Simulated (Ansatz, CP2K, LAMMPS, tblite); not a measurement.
## CP2K on liquid Hg22Cd10S32 at 2200 K (64 atoms): settings against a plane-wave reference

Aim: run liquid Hg22Cd10S32 at 2200 K (64 atoms) in CP2K and see how near its forces come to a plane-wave reference, and at what cost.

Program: CP2K 2026.2. Level of theory: the method is named at each step. Results are calculated unless marked as measured.

### 1. Set-up

The cell holds 64 atoms: 22 Hg, 10 Cd and 32 S. Its edges and angles: a = 11.962 Å, b = 11.962 Å, c = 11.962 Å, α = 90.0°, β = 90.0°, γ = 90.0°. 64 atoms (22 Hg, 10 Cd, 32 S) placed at random at 6.37 g/cm³, melted at 2500 K for 10 ps at fixed volume with the Stillinger-Weber II-VI potential (Zhou et al., Phys. Rev. B 88, 085309 (2013)). Snapshot at the end of a hold of 5 ps at 2200 K and fixed volume.

The yardstick, on the same geometry:

* method: Kohn-Sham DFT, PBE, PAW, plane waves (Ansatz 0.2.0); cutoff 420 eV, Γ point, fermi-dirac smearing of 0.05 eV; PAW set soft_2
* r.m.s. force component: 0.6585 eV/Å
* longest force: 2.536 eV/Å
* pressure: -1.289 GPa
* SCF cycles: 13
* time: 35 s on 4 threads of Arm Neoverse V1, shared host
* CPU time: 2.2 min

### 2. PBE, DZVP-UZH, 800/60 Ry, diagonalisation

Method: Kohn-Sham DFT, PBE, GTH-PBE pseudopotentials, Gaussian and plane waves, DZVP-MOLOPT (UZH set), diagonalisation.

input.inp

```
&GLOBAL
  PROJECT cell
  RUN_TYPE ENERGY_FORCE
  PRINT_LEVEL LOW
&END GLOBAL
&FORCE_EVAL
  METHOD QS
  STRESS_TENSOR ANALYTICAL
  &DFT
    BASIS_SET_FILE_NAME BASIS_MOLOPT_UZH
    POTENTIAL_FILE_NAME POTENTIAL_UZH
    &MGRID
      CUTOFF 800
      REL_CUTOFF 60
      NGRIDS 5
    &END MGRID
    &QS
      EPS_DEFAULT 1.0E-12
    &END QS
    &SCF
      SCF_GUESS ATOMIC
      EPS_SCF 1.0E-06
      MAX_SCF 200
      ADDED_MOS 14
      &DIAGONALIZATION
        ALGORITHM STANDARD
      &END DIAGONALIZATION
      &SMEAR ON
        METHOD FERMI_DIRAC
        ELECTRONIC_TEMPERATURE [K] 580
      &END SMEAR
      &MIXING
        METHOD BROYDEN_MIXING
        ALPHA 0.3
        NBROYDEN 8
      &END MIXING
      &PRINT
        &RESTART OFF
        &END RESTART
      &END PRINT
    &END SCF
    &XC
      &XC_FUNCTIONAL PBE
      &END XC_FUNCTIONAL
    &END XC
    &PRINT
      &MULLIKEN ON
      &END MULLIKEN
      &HIRSHFELD ON
        SHAPE_FUNCTION DENSITY
      &END HIRSHFELD
      &MO ON
        EIGENVALUES T
        OCCUPATION_NUMBERS T
        MO_INDEX_RANGE 277 300
        &EACH
          QS_SCF 0
        &END EACH
        ADD_LAST NUMERIC
      &END MO
    &END PRINT
  &END DFT
  &SUBSYS
    &CELL
      A 11.96210 0.00000 0.00000
      B 0.00000 11.96210 0.00000
      C 0.00000 0.00000 11.96210
    &END CELL
    &COORD
      Hg 8.70554 4.73675 10.13010
      Hg 0.62897 9.73081 0.48327
      Hg 4.24009 8.51630 6.15019
      Hg 6.25115 11.65288 7.15549
      Hg 5.76836 8.04990 8.98844
      Hg 0.10790 5.54946 11.53422
      Hg 6.39877 4.12728 3.73301
      Hg 9.78165 1.78953 8.59788
      Hg 4.84764 11.13731 10.55835
      Hg 2.44673 1.06690 0.13278
      Hg 11.65013 0.64990 10.59005
      Hg 0.55085 1.49610 4.91487
      Hg 3.55884 4.00575 0.85110
      Hg 2.47400 11.43457 6.25953
      Hg 8.41354 1.16523 4.33315
      Hg 4.98664 1.28042 2.63908
      Hg 0.84117 5.81609 4.58543
      Hg 8.26079 9.29814 5.55089
      Hg 9.11237 4.58340 2.45498
      Hg 3.26027 8.16593 10.69412
      Hg 3.71507 8.28722 2.79315
      Hg 10.04123 10.40763 8.49560
      Cd 7.24700 4.01771 6.16682
      Cd 10.99736 5.38617 7.25154
      Cd 3.41075 4.31760 4.83616
      Cd 8.31904 8.61128 1.35543
      Cd 2.33225 3.34281 9.40066
      Cd 6.81672 2.23380 9.72172
      Cd 9.79074 8.07454 10.22281
      Cd 10.09087 1.59897 0.79548
      Cd 5.56692 6.69279 4.88185
      Cd 0.60636 9.09849 6.41037
      S 7.32738 6.64650 6.94460
      S 11.62884 11.03085 3.96448
      S 6.64901 8.61534 3.38145
      S 4.88855 1.72493 11.54702
      S 9.85282 7.90420 7.62141
      S 11.49354 7.36770 2.18404
      S 7.53074 9.29563 10.75728
      S 10.37868 10.62139 1.30901
      S 4.03195 6.26048 7.81448
      S 11.26112 3.81998 9.86849
      S 11.65886 3.88984 3.41255
      S 0.43554 2.82258 0.77263
      S 5.98045 5.59922 10.13214
      S 7.78685 11.87597 8.83461
      S 4.97851 3.27008 7.74331
      S 7.14951 0.04115 0.33279
      S 0.40013 7.73637 10.82594
      S 0.94513 10.59495 8.52647
      S 5.41022 7.38600 0.55540
      S 4.08302 9.78416 8.36797
      S 7.00847 11.56101 3.22917
      S 2.88143 5.52338 10.79173
      S 8.11748 2.81109 11.76676
      S 4.00994 10.05283 0.68148
[... 4 atom lines left out ...]
      S 1.92506 4.22382 6.93515
      S 0.21735 1.44981 7.63577
      S 9.57327 11.60970 5.88894
      S 2.69721 2.51838 3.33503
    &END COORD
    &KIND Hg
      BASIS_SET DZVP-MOLOPT-PBE-GTH-q12
      POTENTIAL GTH-PBE-q12
    &END KIND
    &KIND Cd
      BASIS_SET DZVP-MOLOPT-PBE-GTH-q12
      POTENTIAL GTH-PBE-q12
    &END KIND
    &KIND S
      BASIS_SET DZVP-MOLOPT-PBE-GTH-q6
      POTENTIAL GTH-PBE-q6
    &END KIND
  &END SUBSYS
  &PRINT
    &FORCES ON
    &END FORCES
    &STRESS_TENSOR ON
    &END STRESS_TENSOR
  &END PRINT
&END FORCE_EVAL
```

The run is started by

```bash
> OMP_NUM_THREADS=2 cp2k.psmp -i input.inp > output.txt
```

Numbers of over 12 decimals in the logs are rounded to 6 here.

The log of the run:

```text
CP2K| version string:                                       CP2K version 2026.2
 CP2K| Input file name                                                 input.inp
 GLOBAL| Basis set file name                                    BASIS_MOLOPT_UZH
 GLOBAL| Potential file name                                       POTENTIAL_UZH
 GLOBAL| Run type                                                   ENERGY_FORCE
 GLOBAL| Total number of message passing processes                             1
 GLOBAL| Number of threads for this process                                    2
 TOTAL NUMBERS AND MAXIMUM NUMBERS
  Total number of            - Atomic kinds:                                   3
                             - Atoms:                                         64
                             - Shell sets:                                    64
                             - Shells:                                       384
                             - Primitive Cartesian functions:                310
                             - Cartesian basis functions:                   1408
                             - Spherical basis functions:                   1216
  Maximum angular momentum of- Orbital basis functions:                        3
                             - Local part of the GTH pseudopotential:          0
                             - Non-local part of the GTH pseudopotential:      4
 SCF PARAMETERS         Density guess:                                    ATOMIC
                        max_scf:                                             200
                        eps_scf:                                        1.00E-06
                        added MOs                                        14    0
                        Mixing method:                            BROYDEN_MIXING
                                                charge density mixing in g-space
                        Smear method:                                FERMI_DIRAC
                        Electronic temperature [K]:                        580.0
                        Electronic temperature [a.u.]:                  1.84E-03
                        Accuracy threshold:                             1.00E-10
 Extrapolation method: initial_guess
 Number of electrons:                                                        576
 Number of occupied orbitals:                                                288
 Number of molecular orbitals:                                               302
 Number of orbital functions:                                               1216
 Number of independent orbital functions:                                   1216
 SCF WAVEFUNCTION OPTIMIZATION
  Step     Update method      Time    Convergence         Total energy    Change
     1 NoMix/Diag. 0.30E+00    9.6     1.57174182     -1693.4460664194 -1.69E+03
 *** the last MO => Add more MOs for proper smearing.                   ***
     2 Broy./Diag. 0.30E+00   12.1     1.16710086     -1691.6869263173  1.76E+00
 *** the last MO => Add more MOs for proper smearing.                   ***
     3 Broy./Diag. 0.30E+00   12.3     1.26654652     -1692.8270872473 -1.14E+00
 *** the last MO => Add more MOs for proper smearing.                   ***
     4 Broy./Diag. 0.30E+00   12.2     0.64118938     -1692.2208724503  6.06E-01
[...]
*** the last MO => Add more MOs for proper smearing.                   ***
    30 Broy./Diag. 0.30E+00   13.5     0.00000146     -1691.0434494302 -1.70E-06
 *** the last MO => Add more MOs for proper smearing.                   ***
    31 Broy./Diag. 0.30E+00   13.0     0.00000080     -1691.0434505206 -1.09E-06
  *** SCF run converged in    31 steps ***
  Electronic density on regular grids:       -576.0000000000        0.0000000000
  Core density on regular grids:              575.9999999992       -0.0000000008
  Total charge density on r-space grids:       -0.0000000008
  Total charge density g-space grids:          -0.0000000008
  Overlap energy of the core charge distribution:               8.62242e-08
  Self energy of the core charge distribution:              -3079.901596
  Core Hamiltonian energy:                                    893.379045
  Hartree energy:                                             762.898656
  Exchange-correlation energy:                               -267.404992
  Electronic entropic energy:                                  -0.014563
  Fermi energy:                                                 0.140083
  Total energy:                                             -1691.043451
  Total energy (extrapolated to T->0):                      -1691.036169
 MO| EIGENVALUES AND OCCUPATION NUMBERS
 MO|
 MO|  Index      Eigenvalue [a.u.]        Eigenvalue [eV]             Occupation
 MO|    277               0.117791               3.205270               1.999989
 MO|    278               0.119718               3.257696               1.999969
 MO|    279               0.122651               3.337497               1.999849
[...]
MO|    299               0.165256               4.496839               0.000002
 MO|    300               0.167811               4.566370               0.000001
 MO| Sum:                                                             576.000000
 MO| E(Fermi):            0.140083 a.u.          3.811862 eV
 !-----------------------------------------------------------------------------!
                     Mulliken Population Analysis
 #  Atom  Element  Kind  Atomic population                           Net charge
       1     Hg       1         11.803057                              0.196943
       2     Hg       1         11.717991                              0.282009
       3     Hg       1         11.879500                              0.120500
[...]
63     S        3          6.238496                             -0.238496
      64     S        3          6.364508                             -0.364508
 # Total charge                            576.000000                 -0.000000
 !-----------------------------------------------------------------------------!
 !-----------------------------------------------------------------------------!
                           Hirshfeld Charges
  #Atom  Element  Kind  Ref Charge     Population                    Net charge
      1       Hg     1      12.000         11.811                         0.189
      2       Hg     1      12.000         11.753                         0.247
      3       Hg     1      12.000         11.877                         0.123
[...]
63       S      3       6.000          6.187                        -0.187
     64       S      3       6.000          6.239                        -0.239
  Total Charge                                                            0.000
 !-----------------------------------------------------------------------------!
 ENERGY| Total FORCE_EVAL ( QS ) energy [hartree]          -1691.043449
 FORCES| Atomic forces [hartree/bohr]
 FORCES|   Atom     x               y               z               |f|
 FORCES|      1 -8.86272267E-03  1.14640435E-02  7.92885958E-04   1.45120920E-02
 FORCES|      2 -7.16534767E-03 -3.64594130E-03  5.43525300E-03   9.70448712E-03
 FORCES|      3 -1.93243718E-02  1.22812893E-02 -3.06838706E-03   2.31014374E-02
[...]
FORCES|     63  2.10152232E-02 -3.69834506E-02  4.32379502E-03   4.27564080E-02
 FORCES|     64  1.73212921E-02 -9.01105306E-03 -1.82280913E-02   2.67112252E-02
 FORCES| Sum     3.80860938E-07  2.50405624E-08  7.30320344E-07
 FORCES| Total atomic force                                       8.24044834E-07
 STRESS| Analytical stress tensor [bar]
 STRESS|                        x                   y                   z
 STRESS|      x       -1.74080684228E+04   2.36414131375E+02   2.26664354384E+03
 STRESS|      y        2.36414131375E+02  -3.40949906268E+03  -5.17422942288E+02
 STRESS|      z        2.26664354384E+03  -5.17422942288E+02  -1.63867679535E+03
 STRESS| 1/3 Trace                                            -7.48541476027E+03
```

Elapsed: 7.4 min, on 2 threads of Arm Neoverse V1, shared host; peak memory 6.8 GiB; 13 min of CPU time.

Banners, paths, timers and routine set-up lines are dropped from the logs unmarked, and long logs keep their key lines alone; longer cuts are marked.

Numbers from this run, and their distance from the reference:

```
r.m.s. force component                  : 0.6972 eV/Å
r.m.s. difference of force components   : 58.11 meV/Å
longest difference of force vectors     : 297.9 meV/Å
force difference over r.m.s. force      : 8.825 %
slope of forces against the reference's : 1.056
correlation of force components         : 0.998
pressure                                : -0.7485 GPa
pressure difference                     : 0.5405 GPa
```

Length of the force difference by element (eV/Å):

```csv
element,atoms,mean,most
Cd,10,0.060,0.15
Hg,22,0.088,0.30
S,32,0.075,0.25
```

The surroundings of Hg14, whose charge lies farthest from its element's mean, nearest first, numbered as they follow in the input and with coordinates relative to it.

```csv
atom,x,y,z,distance (Å),Hirshfeld charge (e),Fx,Fy,Fz (eV/Å)
Hg14,0.00,0.00,0.00,0.00,0.07,0.38,0.29,-0.32
S50,-1.53,-0.84,2.27,2.86,-0.26,-0.75,-0.32,-0.44
Cd32,-1.87,-2.34,0.15,2.99,0.32,-0.31,0.27,0.03
Hg12,-1.92,2.02,-1.34,3.10,0.23,-0.25,-0.26,0.02
S52,1.61,-1.65,2.11,3.12,-0.21,0.16,0.96,1.41
S62,-2.26,1.98,1.38,3.30,-0.22,0.86,0.24,-0.09
Hg3,1.77,-2.92,-0.11,3.41,0.12,-0.99,0.63,-0.16
S34,-2.81,-0.40,-2.30,3.65,-0.18,-0.62,0.51,0.89
Hg4,3.78,0.22,0.90,3.89,0.17,-1.99,-0.21,-2.01
S60,-1.16,-2.98,-2.34,3.96,-0.17,-0.52,-0.77,-0.32
```

Forces lie 8.8 % from the reference's, at 6.0 times its CPU time (on 2 against 4 cores).

### 3. PBE, SZV-MOLOPT-SR, 800/60 Ry, diagonalisation

Method: Kohn-Sham DFT, PBE, GTH-PBE pseudopotentials, Gaussian and plane waves, SZV-MOLOPT-SR-GTH, diagonalisation.

input.inp, as its differences from that of step 2:

```diff
@@ -9,4 +9,4 @@
   &DFT
-    BASIS_SET_FILE_NAME BASIS_MOLOPT_UZH
-    POTENTIAL_FILE_NAME POTENTIAL_UZH
+    BASIS_SET_FILE_NAME BASIS_MOLOPT
+    POTENTIAL_FILE_NAME GTH_POTENTIALS
     &MGRID
@@ -68,7 +68,8 @@
     &END CELL
-    &COORD
-[... 64 atom lines left out: the same atoms as in the first run ...]
-    &END COORD
+    &TOPOLOGY
+      COORD_FILE_NAME structure.xyz
+      COORD_FILE_FORMAT XYZ
+    &END TOPOLOGY
     &KIND Hg
-      BASIS_SET DZVP-MOLOPT-PBE-GTH-q12
+      BASIS_SET SZV-MOLOPT-SR-GTH-q12
       POTENTIAL GTH-PBE-q12
@@ -76,3 +77,3 @@
     &KIND Cd
-      BASIS_SET DZVP-MOLOPT-PBE-GTH-q12
+      BASIS_SET SZV-MOLOPT-SR-GTH-q12
       POTENTIAL GTH-PBE-q12
@@ -80,3 +81,3 @@
     &KIND S
-      BASIS_SET DZVP-MOLOPT-PBE-GTH-q6
+      BASIS_SET SZV-MOLOPT-SR-GTH-q6
       POTENTIAL GTH-PBE-q6
```

structure.xyz

```xyz
64

Hg 8.70554 4.73675 10.13010
Hg 0.62897 9.73081 0.48327
Hg 4.24009 8.51630 6.15019
Hg 6.25115 11.65288 7.15549
Hg 5.76836 8.04990 8.98844
Hg 0.10790 5.54946 11.53422
Hg 6.39877 4.12728 3.73301
Hg 9.78165 1.78953 8.59788
Hg 4.84764 11.13731 10.55835
Hg 2.44673 1.06690 0.13278
Hg 11.65013 0.64990 10.59005
Hg 0.55085 1.49610 4.91487
Hg 3.55884 4.00575 0.85110
Hg 2.47400 11.43457 6.25953
Hg 8.41354 1.16523 4.33315
Hg 4.98664 1.28042 2.63908
Hg 0.84117 5.81609 4.58543
Hg 8.26079 9.29814 5.55089
Hg 9.11237 4.58340 2.45498
Hg 3.26027 8.16593 10.69412
[... 40 atom lines left out ...]
S 1.92506 4.22382 6.93515
S 0.21735 1.44981 7.63577
S 9.57327 11.60970 5.88894
S 2.69721 2.51838 3.33503
```

The run is started by

```bash
> OMP_NUM_THREADS=1 cp2k.psmp -i input.inp > output.txt
```

The log of the run:

```text
CP2K| version string:                                       CP2K version 2026.2
 CP2K| Input file name                                                 input.inp
 GLOBAL| Basis set file name                                        BASIS_MOLOPT
 GLOBAL| Potential file name                                      GTH_POTENTIALS
[... lines left out ...]
 Number of electrons:                                                        576
[... lines left out ...]
  Step     Update method      Time    Convergence         Total energy    Change
[... lines left out ...]
  *** SCF run converged in    37 steps ***
[... lines left out ...]
  Fermi energy:                                                 0.183786
  Total energy:                                             -1687.987361
  Total energy (extrapolated to T->0):                      -1687.980706
[... lines left out ...]
 MO| E(Fermi):            0.183786 a.u.          5.001066 eV
[... lines left out ...]
 ENERGY| Total FORCE_EVAL ( QS ) energy [hartree]          -1687.987357
[... lines left out ...]
 FORCES|      1 -1.51125830E-02  2.18848036E-02  9.78166550E-03   2.83375330E-02
 FORCES|      2 -6.22699017E-03 -8.76680052E-03  1.63902281E-02   1.96028512E-02
 FORCES|      3 -2.93852131E-02  1.57849531E-02 -8.53229426E-04   3.33674016E-02
[...]
FORCES|     63  2.63291594E-02 -5.25214227E-02  8.44696251E-04   5.87574505E-02
 FORCES|     64  2.23602860E-02 -1.37601791E-02 -2.02604550E-02   3.31633978E-02
 FORCES| Sum     2.08205786E-06  3.75183555E-06  3.36076070E-06
 FORCES| Total atomic force                                       5.45031627E-06
 STRESS| Analytical stress tensor [bar]
 STRESS|                        x                   y                   z
 STRESS|      x       -2.06216388216E+04   8.29082820379E+02   4.66648106317E+03
 STRESS|      y        8.29082820379E+02  -1.09560775528E+03   1.88662350840E+03
 STRESS|      z        4.66648106317E+03   1.88662350840E+03  -2.68235128682E+03
 STRESS| 1/3 Trace                                            -8.13319928789E+03
```

Wall time 9.1 min (1 thread); peak memory 6.4 GiB.

Compared with the plane-wave run:

- r.m.s. force component: 0.996 eV/Å
- r.m.s. difference of force components: 404.7 meV/Å
- longest difference of force vectors: 1509 meV/Å
- force difference over r.m.s. force: 61.45 %
- slope of forces against the reference's: 1.455
- correlation of force components: 0.962
- pressure: -0.8133 GPa
- pressure difference: 0.4757 GPa

This is a coarse setting, run to see what it loses.

Against the first run (8.8 %), the force difference from the reference is 61 %, at 0.70 times the CPU time (on 1 against 2 cores), with 416 basis functions against 1216; this set comes with other potentials too, so the change isn't the basis's alone.

(Continued in part 2 of 2.)

[Also dropped from logs without a mark: logging warnings of Python, and SIESTA's first energy breakdown and zero terms.]

[Logs are printed without paths, hosts, clocks, repeated set-up lines and the standing remarks that a program may print on its own settings, such as how far it seeks lower states.]

[Hosts, paths, dates, database ids (printed as entryN), source tags and the programs' standing remarks are cut or masked in the printed files.]
